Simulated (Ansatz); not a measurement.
# SbP (model cell, started as rocksalt type): a soft mode frozen in

Wanted: the energy along a soft mode of SbP (model cell, started as rocksalt type) and the structure at the end.

Method: DFT PBEsol, scalar-relativistic, plane waves, norm-conserving pseudopotentials, in Ansatz 0.2.0.

The structure was built from a prototype and need not be the compound's stable phase.

## 1. The starting structure

Symmetry: Fm-3m, No. 225, cubic system. The conventional cell has a = 5.557 Å, b = 5.557 Å, c = 5.557 Å, α = 90.00°, β = 90.00°, γ = 90.00°. Nearest to Sb lie 6 P at 2.78 Å. Nearest to P lie 6 Sb at 2.78 Å. Farther neighbours are not listed.

## 2. Phonons on a q mesh

The cell comes from relaxations at this level that are not shown. Stability and thermal properties need the whole zone. Linear response on a 4×4×4 q mesh gives force constants as far as a supercell of that size would.

Input file input.yaml:

```yaml
crystal:
  lattice:
    - [0.0, 2.7784949752, 2.7784949752]
    - [2.7784949752, 0.0, 2.7784949752]
    - [2.7784949752, 2.7784949752, 0.0]
  atoms:
    - { symbol: Sb, position: [0.0, 0.0, 0.0] }
    - { symbol: P, position: [0.5, 0.5, 0.5] }
kpoints:
  mp_grid: { grid: [12, 12, 12] }
hamiltonian:
  xc: pbesol
  pseudopotentials: { kind: nc }
scf:
  occupations: { method: methfessel_paxton, width: 0.15 }
output:
  eigenvalues: true
phonons:
  method: dfpt
  qmesh: [4, 4, 4]
  temperatures: { t_max: 1000, t_step: 50 }
  qpath:
    path:
      - [[0.0, 0.0, 0.0], [0.5, 0.0, 0.5], [0.625, 0.25, 0.625]]
      - [[0.375, 0.375, 0.75], [0.0, 0.0, 0.0], [0.5, 0.5, 0.5], [0.5, 0.25, 0.75], [0.5, 0.0, 0.5]]
    npoints: 10
```

On the command line:

```
$ ansatz run input.yaml --threads 4 --pin off --max-ram 7168MiB --backend cpu --events-out ev --progress --plain --runs-dir out
```

Numbers of over 12 decimals in the logs are rounded to 6 here.

Log:

```text
Engine: ansatz 0.2.0, aarch64-unknown-linux-gnu
Pseudopotentials: kind: nc
Pseudopotential: Sb, nc, valence charge 15, recommended cutoff 1088.45545 eV (normal), Sb.nc.azcp (PseudoDojo's, or run here from an input of PseudoDojo's: the run reads no file of this project's for it)
Pseudopotential: P, nc, valence charge 5, recommended cutoff 598.650497 eV (normal), P.nc.azcp (PseudoDojo's, or run here from an input of PseudoDojo's: the run reads no file of this project's for it)
Functional definition: PBEsol
  exchange = pbesol_x
  correlation = pbesol_c
Crystal: 2 atoms, lattice volume = 42.900 Å³
Basis set: ecut = 1088.45545 eV, 3479 PW (Γ), exchange–correlation on 90×90×90 points (8 copies of the dense FFT grid, shifted against one another)
Bands: 14, of which v1, the nominal top of the filled ones, is band 10 counted from 1 (9 counted from 0)
Symmetry: 48 space group operations
k-points: 72 of 1728
Non-local potential: Sb, projectors of the file, l = 0: 2, l = 1: 2, l = 2: 2, l = 3: 2
Non-local potential: P, projectors of the file, l = 0: 2, l = 1: 2, l = 2: 2
Initial density: superposition of atomic densities (chi_scale 0.1, normalization cell, long waves kept (reshape's long-wave potential 0.00 eV rms))
Initial wavefunctions: pseudopotential atomic-orbital guess
Functional: x = pbesol(κ = 0.804, μ = 0.123457), c = pbesol(β = 0.046)
SCF iter   1: F=—  HF=-2658.062729 eV  |F-HF|=—  |Δ(HF+E_count)|=         —  Δρ=2.55e-2  dr2=4.55e-1  ethr=3.10e-3  ⟨swp⟩=6.3  Hψ=6157  notcnv=0
preconditioner: auto → Kerker (q_TF=auto, 2.402 Å⁻¹)  [metal: Δε(μ)=0.011 eV  Ē_g=9.716 eV  σ=0.150 eV  W_gap=0.06  n_scr=14 (ndim 8)  ℏωp=17.9 eV  f_vac=0.000  D(μ)=0.80/eV (n_scr^D=0)]
SCF iter   2: F=—  HF=-2657.973739 eV  |F-HF|=—  |Δ(HF+E_count)|=   8.90e-2  S|Δr|=    0.00e0  Δρ=1.43e-2  dr2=1.22e-1  ethr=2.28e-3  ⟨swp⟩=1.1  Hψ=1594  notcnv=0
SCF iter   3: F=—  HF=-2657.947343 eV  |F-HF|=—  |Δ(HF+E_count)|=   2.64e-2  S|Δr|=    0.00e0  Δρ=2.75e-3  dr2=2.57e-3  ethr=6.09e-4  ⟨swp⟩=2.2  Hψ=1396  notcnv=0
SCF iter   4: F=—  HF=-2657.947979 eV  |F-HF|=—  |Δ(HF+E_count)|=   6.36e-4  S|Δr|=    0.00e0  Δρ=4.50e-4  dr2=1.09e-4  ethr=1.28e-5  ⟨swp⟩=2.2  Hψ=1424  notcnv=0
SCF iter   5: F=—  HF=-2657.948003 eV  |F-HF|=—  |Δ(HF+E_count)|=   2.32e-5  S|Δr|=    0.00e0  Δρ=1.40e-4  dr2=5.82e-6  ethr=5.45e-7  ⟨swp⟩=2.5  Hψ=1512  notcnv=0
SCF iter   6: F=—  HF=-2657.948018 eV  |F-HF|=—  |Δ(HF+E_count)|=   1.56e-5  S|Δr|=    0.00e0  Δρ=2.39e-5  dr2=2.35e-7  ethr=2.91e-8  ⟨swp⟩=2.6  Hψ=1433  notcnv=0
SCF iter   7: F=—  HF=-2657.948040 eV  |F-HF|=—  |Δ(HF+E_count)|=   2.22e-5  S|Δr|=    0.00e0  Δρ=2.78e-6  dr2=2.00e-9  ethr=1.18e-9  ⟨swp⟩=2.0  Hψ=1368  notcnv=0
SCF iter   8: F=—  HF=-2657.948040 eV  |F-HF|=—  |Δ(HF+E_count)|=  5.00e-10  S|Δr|=    0.00e0  Δρ=3.68e-7  dr2=3.07e-11  ethr=1.00e-11  ⟨swp⟩=2.5  Hψ=1750  notcnv=0
SCF iter   9: F=-2657.948040 eV  HF=-2657.948040 eV  |F-HF|=0.00e0  |Δ(HF+E_count)|=  2.96e-11  S|Δr|=    0.00e0  Δρ=5.40e-8  dr2=8.60e-13  ethr=1.00e-12  ⟨swp⟩=6.8  Hψ=4905  notcnv=0
SCF 1 converged in 9 iterations: F = -2657.948040 eV  dr2 = 8.60e-13
Initial density: read from a saved state, or passed on in memory by an earlier SCF of this step, an earlier step, the calling program or the single point that the run made first
iter 1 solved again at ethr=4.54e-8 eV; its pass at ethr=3.10e-3 eV (dr2=9.08e-6 eV) is discarded
SCF iter   1: F=—  HF=-2657.948022 eV  |F-HF|=—  |Δ(HF+E_count)|=         —  Δρ=2.58e-7  dr2=1.79e-11  ethr=4.54e-8  ⟨swp⟩=3.9  Hψ=9589  notcnv=0
eigensolver tolerance schedule: the retry pair's looser diagonalisation over-reported the residual by 506297.90 of it (diagonalisation noise at an unbounded share of the residual, at the tolerance the schedule requests for it); recorded, not acted on — ethr = c·dr2/N_el stays at c = 1.0e-1
preconditioner: auto → Kerker (q_TF=auto, 2.402 Å⁻¹)  [metal: Δε(μ)=0.027 eV  Ē_g=9.674 eV  σ=0.150 eV  W_gap=0.15  n_scr=14 (ndim 8)  ℏωp=17.9 eV  f_vac=0.000  D(μ)=0.95/eV (n_scr^D=8)]
SCF iter   2: F=—  HF=-2657.948040 eV  |F-HF|=—  |Δ(HF+E_count)|=   1.82e-5  S|Δr|=    0.00e0  Δρ=1.13e-7  dr2=2.83e-12  ethr=1.00e-12  ⟨swp⟩=3.8  Hψ=5399  notcnv=0
SCF iter   3: F=-2657.948040 eV  HF=-2657.948040 eV  |F-HF|=4.55e-13  |Δ(HF+E_count)|=  5.00e-12  S|Δr|=    0.00e0  Δρ=7.74e-8  dr2=1.28e-12  ethr=1.00e-12  ⟨swp⟩=1.0  Hψ=2304  notcnv=0
SCF 2 converged in 3 iterations: F = -2657.948040 eV  dr2 = 1.28e-12
phonons: the bands overlap, so this run is a metal and interpolates without the dipole-dipole term. If the crystal is really an insulator or semiconductor, its LO-TO splitting is missing
NSCF: frozen V_eff on 72 k-points
WARN: eigensolver did not converge in 7 slots of this pass, the one above among them; of largest residual over every band (k=1): 1 band(s) unlocked (lowest unlocked band 13, counted from 0; max residual 5.39e-4 eV among the unlocked bands, 5.39e-4 eV over every band); of lowest unlocked band (k=1): band 13
NSCF: frozen V_eff on 163 k-points
DFPT response loops at q = (0, 0, 0) (fractional): preconditioner auto → Kerker (q_TF=auto, 2.402 Å⁻¹) (partly filled bands, converged f_vac=0.000); β = 1.00, the filter's whole step (`scf.mixing.beta` (0.50) is not read by the response loops under this deck's `scf.mixing.preconditioner`; to damp them name `kerker` or `kerker_dos`, under which they read `scf.mixing.beta`, and type it under 1.00, their step now; both keys bind the ground state too); Broyden in place of MSR1
NSCF: frozen V_eff on 1872 k-points
DFPT response loops at q = (0, 0, 0.25) (fractional): mixed as the last ones told, above
NSCF: frozen V_eff on 952 k-points
DFPT response loops at q = (0, 0, -0.5) (fractional): mixed as the last ones told, above
NSCF: frozen V_eff on 1020 k-points
DFPT response loops at q = (0, 0.25, 0.25) (fractional): mixed as the last ones told, above
NSCF: frozen V_eff on 3456 k-points
DFPT response loops at q = (0, 0.25, -0.5) (fractional): mixed as the last ones told, above
phonons.qmesh, q = [0.0000, 0.2500, -0.5000]: its response loops start from zero, take more passes and end by a threshold: the memory limit or budget leaves too little room for the subspace of the ground state's own states beside the solves, or none could be made (phonons.method)
NSCF: frozen V_eff on 1872 k-points
DFPT response loops at q = (0, 0.25, -0.25) (fractional): mixed as the last ones told, above
NSCF: frozen V_eff on 560 k-points
DFPT response loops at q = (0, -0.5, -0.5) (fractional): mixed as the last ones told, above
NSCF: frozen V_eff on 1020 k-points
DFPT response loops at q = (0.25, -0.5, -0.25) (fractional): mixed as the last ones told, above
SCF converged after 9 iterations
Stability not checked: this state was not tested for a lower state beside it, because cold or Methfessel-Paxton smearing, or corrected tetrahedra, fill the levels in a way that the test cannot read (fill_not_monotonic; see scf.lower_state_search)
Free energy (F): -2657.948040 eV
Harris-Foulkes:  -2657.948040 eV  (|F-HF|=0.00e0)
Internal energy: -2657.946649 eV  (E = F + TS)
E sigma→0 (E₀):  -2657.947693 eV
Entropy (-TS):   -0.001391 eV (-0.695 meV/atom)
Fermi energy:    11.087877 eV
Step filling:    the computed levels leave a gap of 0.0062 eV = 0.0 smearing widths at the electron count; against every level under it full and every level over it empty, smearing changes F+E_penalty+E_count by -1.045 meV and its σ→0 estimate by -0.697 meV
--- Per-component energies (eV) ---
  E_band       = -130.456808
  E_kinetic    = 1519.757958
  E_local      = -1141.704242  (includes V_loc(G=0)·N_el)
  E_nonlocal   = -1273.527590
  E_hartree    = 601.624127
  E_xc         = -667.237420
  E_vxc        = -438.231150  (∫ρ·V_xc dr)
  E_ewald      = -1696.859483
  E_smearing   = -0.001391  (= −TS)
  E_closure    = -0.000000  (closes the sum)
  Σ components = -2657.948040   (vs F -2657.948040, Δ=0.00e0)
--- Band table (eV; the first three rows and the last of 72) ---
  k-point 0: bands = [... 6 lower, 7.3795, 9.0451, 9.0451, 9.0451, 15.2338, 15.2338, 15.2338, 16.0238]
  k-point 1: bands = [... 6 lower, 6.6559, 9.0530, 9.0530, 9.5704, 14.6574, 14.6574, 14.8000, 16.1115]
  k-point 2: bands = [... 6 lower, 5.3744, 9.0882, 9.0882, 10.2574, 13.6267, 13.6267, 14.0505, 16.3169]
  k-point 71: bands = [... 6 lower, 1.6701, 5.1535, 5.1535, 10.9649, 11.7841, 16.1772, 16.1772, 18.5907]
--- Phonons (Γ-DFPT): 2 representative perturbations + reference (Σ response iterations 5) ---
  ASR residual: 3.431e-5 → 0.000e0 eV/Å²; symmetrization residual: 2.152e-7 eV/Å²
  ASR residual per site (eV/Å²): 3.43e-5 3.23e-5
  Γ frequencies (cm⁻¹): -171.90 -171.90 -171.90 0.00 0.00 0.00
--- Phonons (arbitrary-q DFPT): 8 irreducible q on the 4×4×4 mesh ---
  q = [0.0000, 0.0000, 0.0000] (star 1, of the zone-centre solve; hermiticity 1.60e-7, symmetrization 1.72e-14): -171.90 -171.90 -171.90 -0.00 0.00 0.00
  q = [0.0000, 0.0000, 0.2500] (star 8, 2 solved perturbations on 936 of 1728 k-point pairs; hermiticity 1.08e-6, symmetrization 8.93e-13, the responses' own estimated error 5.2e-5 eV/Å²): 73.02 73.02 106.32 217.14 217.14 245.87
  q = [0.0000, 0.0000, -0.5000] (star 4, 2 solved perturbations on 476 of 1728 k-point pairs; hermiticity 2.30e-14, symmetrization 6.57e-13, the responses' own estimated error 5.3e-5 eV/Å²): 109.23 109.23 161.35 243.77 243.77 267.26
  q = [0.0000, 0.2500, 0.2500] (star 6, 4 solved perturbations in 1608 linear systems a pass and spin channel, the states on 510 of 1728 k-point pairs; hermiticity 1.95e-6, symmetrization 1.07e-12, the responses' own estimated error 5.4e-5 eV/Å²): 46.52 46.52 110.93 110.93 120.10 231.58
  q = [0.0000, 0.2500, -0.5000] (star 24, 4 solved perturbations in 5328 linear systems a pass and spin channel, the states on 1728 of 1728 k-point pairs; hermiticity 2.55e-5, symmetrization 6.86e-13): 86.12 90.68 123.87 184.63 195.20 219.70
  q = [0.0000, 0.2500, -0.2500] (star 12, 4 solved perturbations in 2892 linear systems a pass and spin channel, the states on 936 of 1728 k-point pairs; hermiticity 2.18e-6, symmetrization 5.38e-13, the responses' own estimated error 5.3e-5 eV/Å²): 72.23 105.42 135.40 141.51 228.85 250.30
  q = [0.0000, -0.5000, -0.5000] (star 3, 4 solved perturbations in 886 linear systems a pass and spin channel, the states on 280 of 1728 k-point pairs; hermiticity 5.08e-6, symmetrization 3.77e-12, the responses' own estimated error 5.3e-5 eV/Å²): 59.44 59.44 79.93 155.68 162.13 162.13
  q = [0.2500, -0.5000, -0.2500] (star 6, 4 solved perturbations in 1544 linear systems a pass and spin channel, the states on 510 of 1728 k-point pairs; hermiticity 2.26e-6, symmetrization 1.08e-12, the responses' own estimated error 5.6e-5 eV/Å²): 79.82 79.82 122.63 161.84 161.84 234.86
  sum rule: each row above includes the acoustic sum rule's correction from the zone centre's row sums; it moved no ω² by more than (0.53 cm⁻¹)²
  mesh force constants: q→R imaginary residual 1.61e-18; ASR residual 3.431e-5 → 0.000e0 eV/Å²; symmetrization residual 1.998e-15 eV/Å²
  interpolated dispersion: 62 rows × 6 modes
  density of states and harmonic sums: on the 20×20×20 q-mesh, interpolated from the force constants of a 4×4×4 supercell (no non-analytic term)
  largest difference from the sums on the solved wave vectors: F 1.29e-2 eV, S 1.71e-5 and C_V 5.03e-6 eV/K
  zero-point energy: 0.054084 eV/cell   skipped modes (ω ≤ 0): 30, of them read as no rigid motion or as one in doubt: 27 (4.463e-2 modes/cell left out, lowest -171.90 cm⁻¹)   left out of the sums: 7.50e-3 of the cell's modes: C_V's classical limit lies that fraction below 3 k_B per atom; for a crystal, a wire or a layer, F and S can be off by more, and a phonons.interpolated_qmesh denser along its periods is the remedy for the sampling
```

The job ended after 16 min (4 threads of Arm Neoverse V2, shared host; peak memory 5.8 GiB).

In the SCF lines HF is the Harris–Foulkes energy and dr2 the Hartree energy of the density residual, in eV; the loop may stop once dr2 is under the threshold and the program's other checks hold. Hψ counts applications of the Hamiltonian.

This step gave:

```
volume per atom                                         : 21.45 Å³
gap on the k-mesh                                       : 0 eV
sum-rule residual before enforcement                    : 3.43e-5 eV/Å²
lowest frequency on the path                            : -171.9 cm⁻¹
point group                                             : m-3m
highest frequency on the path or at a solved wavevector : 277.5 cm⁻¹
highest optical mode at the zone centre (no LO-TO term) : -171.9 cm⁻¹
lowest optical zone-centre mode                         : -171.9 cm⁻¹
lowest mode on the q mesh (acoustic modes at Γ apart)   : -171.9 cm⁻¹
```

Frequencies (cm⁻¹) solved at each irreducible wavevector; negative means imaginary. Frequencies by wavevector, by row:

| q in reciprocal lattice units | star | mode 1 | mode 2 | mode 3 | mode 4 | mode 5 | mode 6 |
| --- | --- | --- | --- | --- | --- | --- | --- |
| 0 0 0 | 1 | -171.9 | -171.9 | -171.9 | 0 | 0 | 0 |
| 0 0 0.25 | 8 | 73 | 73 | 106.3 | 217.1 | 217.1 | 245.9 |
| 0 0 -0.5 | 4 | 109.2 | 109.2 | 161.3 | 243.8 | 243.8 | 267.3 |
| 0 0.25 0.25 | 6 | 46.5 | 46.5 | 110.9 | 110.9 | 120.1 | 231.6 |
| 0 0.25 -0.5 | 24 | 86.1 | 90.7 | 123.9 | 184.6 | 195.2 | 219.7 |
| 0 0.25 -0.25 | 12 | 72.2 | 105.4 | 135.4 | 141.5 | 228.8 | 250.3 |
| 0 -0.5 -0.5 | 3 | 59.4 | 59.4 | 79.9 | 155.7 | 162.1 | 162.1 |
| 0.25 -0.5 -0.25 | 6 | 79.8 | 79.8 | 122.6 | 161.8 | 161.8 | 234.9 |

Interpolated from a 4×4×4 q mesh. Phonon branches along the path, in cm⁻¹:

| point | branch 1 | branch 2 | branch 3 | branch 4 | branch 5 | branch 6 |
| --- | --- | --- | --- | --- | --- | --- |
| Γ | -172 | -172 | -172 | 0 | 0 | 0 |
| halfway | 46 | 46 | 111 | 111 | 120 | 232 |
| X | 59 | 59 | 80 | 156 | 162 | 162 |
| halfway | 68 | 79 | 82 | 161 | 173 | 185 |
| U | 80 | 82 | 106 | 158 | 193 | 221 |
| jump to K | 80 | 82 | 106 | 158 | 193 | 221 |
| halfway | 62 | 93 | 124 | 158 | 236 | 257 |
| Γ | -172 | -172 | -172 | 0 | 0 | 0 |
| halfway | 73 | 73 | 106 | 217 | 217 | 246 |
| L | 109 | 109 | 161 | 244 | 244 | 267 |
| halfway | 89 | 98 | 139 | 192 | 200 | 240 |
| W | 80 | 80 | 123 | 162 | 162 | 235 |
| halfway | 73 | 82 | 93 | 163 | 166 | 208 |
| X | 59 | 59 | 80 | 156 | 162 | 162 |

The phonon branches as a text plot (rows in cm⁻¹):

```
    268 |                                    *******
    249 |                   *****           * ***** **
    231 |    ***           * *****           *     ** *******
    212 |       *        ****    *         **       **       *
    193 |        *     ****       **                  **      *
    175 |   *     **  ***                  *           **    ***
    156 |           *******     ****           ******    ********
    137 |         **       *****          *   *      ****
    118 |      ***         *    *            *   *       ****
    100 |    ** ****    ************      * * *** ******     *
     81 |  **       ***********  ****      ***        ***********
     62 |   *    *******       ******     **                  ***
     43 |  * ****                 ***    **
     25 | **                         *  *
      6 |*  *                         **
    -13 |
    -31 |                           *
    -50 |
    -69 |
    -88 |                           *    *
   -106 |  *                             *
   -125 |
   -144 | *                          *  *
   -163 |**                           ***
         Γ           X  U|K            Γ         L        W     X
```

Symmetry leaves 8 wavevectors to solve. The lowest mode among them, the acoustic zeros apart, lies at Γ and is imaginary, 171.9i cm⁻¹, so the energy falls along it.

## 3. The mode frozen in, largest atomic shift 0 Å

The mode followed lies at Γ with frequency 171.9i cm⁻¹ and is 3-fold degenerate, the softest among the wavevectors solved. At small amplitude the distorted cell has space group no. 160 by a symmetry search on the positions. The undistorted cell that holds it gives the zero of energy on the same k mesh.

input.yaml, the sections that differ from step 2:

```yaml
output:
  forces: true
  stress: true
  eigenvalues: true
# crystal, kpoints, hamiltonian, scf: as in step 2
# phonons: removed
```

Log:

```text
[...]
Crystal: 2 atoms, lattice volume = 42.900 Å³
Basis set: ecut = 1088.45545 eV, 3479 PW (Γ), exchange–correlation on 90×90×90 points (8 copies of the dense FFT grid, shifted against one another)
Bands: 14, of which v1, the nominal top of the filled ones, is band 10 counted from 1 (9 counted from 0)
Symmetry: 48 space group operations
[...]
k-points: 72 of 1728
[...]
--- Band table (eV; the first three rows and the last of 72) ---
  k-point 0: bands = [... 6 lower, 7.3795, 9.0451, 9.0451, 9.0451, 15.2337, 15.2337, 15.2337, 16.0238]
  k-point 1: bands = [... 6 lower, 6.6558, 9.0530, 9.0530, 9.5704, 14.6574, 14.6574, 14.8000, 16.1115]
  k-point 2: bands = [... 6 lower, 5.3744, 9.0882, 9.0882, 10.2574, 13.6267, 13.6267, 14.0505, 16.3169]
  k-point 71: bands = [... 6 lower, 1.6701, 5.1535, 5.1535, 10.9649, 11.7841, 16.1773, 16.1773, 18.5907]
[key lines of the parts left out:]
SCF converged after 7 iterations
Free energy (F): -2657.948040 eV
Fermi energy:    11.087871 eV
P = ⅓ Tr σ = 0.0002 GPa (0.002 kbar)
```

Wall time 1.6 s (4 threads); peak memory 0.46 GiB; 6.2 s of CPU time.

This step gave:

| Quantity | Value |
| --- | --- |
| pressure | 1.89e-4 GPa |
| energy from the undistorted cell | 0 meV/atom |

The run ends at a pressure of 0.00 GPa.

## 4. The mode frozen in, largest atomic shift 0.22 Å

The atoms are moved along the unstable eigenvector, the largest shift by 0.22 Å, with the cell fixed.

input.yaml, the sections that differ from step 3:

```yaml
crystal:
  lattice:
    - [0.0, 2.7784949752, 2.7784949752]
    - [2.7784949752, 0.0, 2.7784949752]
    - [2.7784949752, 2.7784949752, 0.0]
  atoms:
    - { symbol: Sb, position: [0.0174434753, -0.0058144918, -0.0058144918] }
    - { symbol: P, position: [0.4314284926, 0.5228571691, 0.5228571691] }
# kpoints, hamiltonian, scf, output: as in step 3
```

Log:

```text
[...]
Crystal: 2 atoms, lattice volume = 42.900 Å³
Basis set: ecut = 1088.45545 eV, 3479 PW (Γ), exchange–correlation on 90×90×90 points (8 copies of the dense FFT grid, shifted against one another)
Bands: 14, of which v1, the nominal top of the filled ones, is band 10 counted from 1 (9 counted from 0)
Symmetry: 6 space group operations
[...]
--- Band table (eV; the first three rows and the last of 189) ---
  k-point 0: bands = [... 6 lower, 7.4542, 8.8968, 8.8968, 9.2579, 14.1724, 14.8199, 14.8199, 16.4395]
  k-point 1: bands = [... 6 lower, 6.6824, 8.8891, 9.1818, 9.5257, 13.9757, 14.5389, 14.6543, 16.2057]
  k-point 2: bands = [... 6 lower, 5.3702, 8.8773, 9.2010, 10.1767, 13.4649, 13.7743, 14.0749, 16.1536]
  k-point 188: bands = [... 6 lower, 1.2896, 9.3406, 9.3406, 10.6974, 11.0267, 11.0267, 12.5030, 19.7473]
[key lines of the parts left out:]
SCF converged after 7 iterations
Free energy (F): -2657.983528 eV
Fermi energy:    11.242079 eV
P = ⅓ Tr σ = 2.7122 GPa (27.122 kbar)
```

Elapsed: 6.7 s, on 4 threads; peak memory 0.58 GiB; 26 s of CPU time.

This step gave:

```yaml
pressure: 2.712 GPa
energy_from_the_undistorted_cell: -17.97 meV/atom
```

The energy, extrapolated to zero smearing, is -17.97 meV/atom against the undistorted cell.

The run ends at a pressure of 2.71 GPa, with forces up to 0.14 eV/Å.

## 5. Energy along the mode, all amplitudes (two of the runs are shown above)

An imaginary frequency means negative curvature, so the energy should fall and then rise again as anharmonic terms take over.

This step gave:

```yaml
depth_at_the_lowest_point_sampled: 17.97 meV/atom
largest_atomic_shift_at_that_point: 0.22 Å
```

The energy from the parent by largest atomic shift:

| largest atomic shift (Å) | energy from the parent (meV/atom) |
| --- | --- |
| 0.000 | 0 |
| 0.040 | -1.67 |
| 0.080 | -6.12 |
| 0.140 | -15.0 |
| 0.220 | -18.0 |
| 0.320 | 13.0 |

Displacement at unit largest shift by atom:

| atom | x (Å) | y (Å) | z (Å) | size |
| --- | --- | --- | --- | --- |
| Sb1 | -0.147 | 0.147 | 0.147 | 0.255 |
| P2 | 0.577 | -0.577 | -0.577 | 0.999 |

The lowest of the steps tried is at 0.22 Å, 18.0 meV/atom below the parent; the bottom of the well need not coincide with a step.

[end of part 1 of 2]

[Logs are printed without paths, hosts, clocks, repeated set-up lines and the standing remarks that a program may print on its own settings, such as how far it seeks lower states.]

[Hosts, paths, dates, database ids (printed as entryN), source tags and the programs' standing remarks are cut or masked in the printed files.]
